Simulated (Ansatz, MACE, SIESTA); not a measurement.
# Scaling test on random packing of 35PbO-65B2O3 (mol %)

Single points at Γ on cells of 67, 134 and 268 atoms, calculated with Ansatz 0.2.0, SIESTA 5.4.2 and MACE MP-0b2 small.

Smallest cell: 67 atoms (6 Pb, 39 O, 22 B) packed at random in a cube at 4.24 g/cm³ and pushed apart as soft spheres, cations and anions kept from their own kind; a start for melting by ab initio MD, not an equilibrated structure. Then every atom was moved at random, 0.03 Å r.m.s. a Cartesian component.

Largest cell: 67 atoms (6 Pb, 39 O, 22 B) packed at random in a cube at 4.24 g/cm³ and pushed apart as soft spheres, cations and anions kept from their own kind; a start for melting by ab initio MD, not an equilibrated structure. The cell was repeated 2 x 2 x 1. Then every atom was moved at random, 0.03 Å r.m.s. a Cartesian component.

The programs:
- SIESTA: numerical atomic orbitals, whose automatically made sets are far from complete, with PseudoDojo norm-conserving potentials that we converted to its format (checked against plane waves on the same files for H, C, O, Si, Ge and Ca alone); labels give functional, basis size, energy shift and mesh cutoff.
- MACE: machine-learned potential, published weights.
- Ansatz: Kohn-Sham DFT, PBE, PAW, PAW set soft_2, the reference where it ran.

CPU time (Arm Neoverse V2, shared host; 4 to 4 cores a run):

| method | 67 atoms | 134 atoms | 268 atoms |
| --- | --- | --- | --- |
| Ansatz plane waves | 23 s | 1.9 min | - |
| SIESTA PBE, SZ, shift 0.02 Ry, mesh 350 Ry | 1.8 min | - | - |
| SIESTA PBE, DZP, shift 0.01 Ry, mesh 350 Ry | 6 min | 32 min | 2.4 h |
| MACE MP-0b2 small potential | 6.3 s | 6.4 s | 7.2 s |

Peak memory (GiB):

| method | 67 atoms | 134 atoms | 268 atoms |
| --- | --- | --- | --- |
| Ansatz plane waves | 0.95 | 2.4 | - |
| SIESTA PBE, SZ, shift 0.02 Ry, mesh 350 Ry | 0.96 | - | - |
| SIESTA PBE, DZP, shift 0.01 Ry, mesh 350 Ry | 1.6 | 2.4 | 4.6 |
| MACE MP-0b2 small potential | 0.67 | 0.72 | 0.92 |

Force difference from the reference run of the same size, per cent of its r.m.s. force:

| method | 67 atoms | 134 atoms | 268 atoms |
| --- | --- | --- | --- |
| Ansatz plane waves | ref. | ref. | - |
| SIESTA PBE, SZ, shift 0.02 Ry, mesh 350 Ry | 47 | - | - |
| SIESTA PBE, DZP, shift 0.01 Ry, mesh 350 Ry | 8.5 | 8.5 | - |
| MACE MP-0b2 small potential | 26 | 26 | - |

CPU time is summed over cores on a shared host, where runs went side by side, so it is rough. Symmetry, cutoffs, thresholds, outputs and thread counts weren't matched or tuned between programs; memory under MPI is the largest rank's times the ranks.

A dash marks a run that wasn't made or didn't finish, or, in the force table, a size without a reference.

Each size is a configuration of its own, and Γ sampling tightens with size. Machine-learned potentials mimic data converged in k, so the reference's own k-point error enters their differences. Spin–orbit coupling is left out, which matters for the levels of the heavy elements.

[Hosts, paths, dates, database ids (printed as entryN), source tags and the programs' standing remarks are cut or masked in the printed files.]
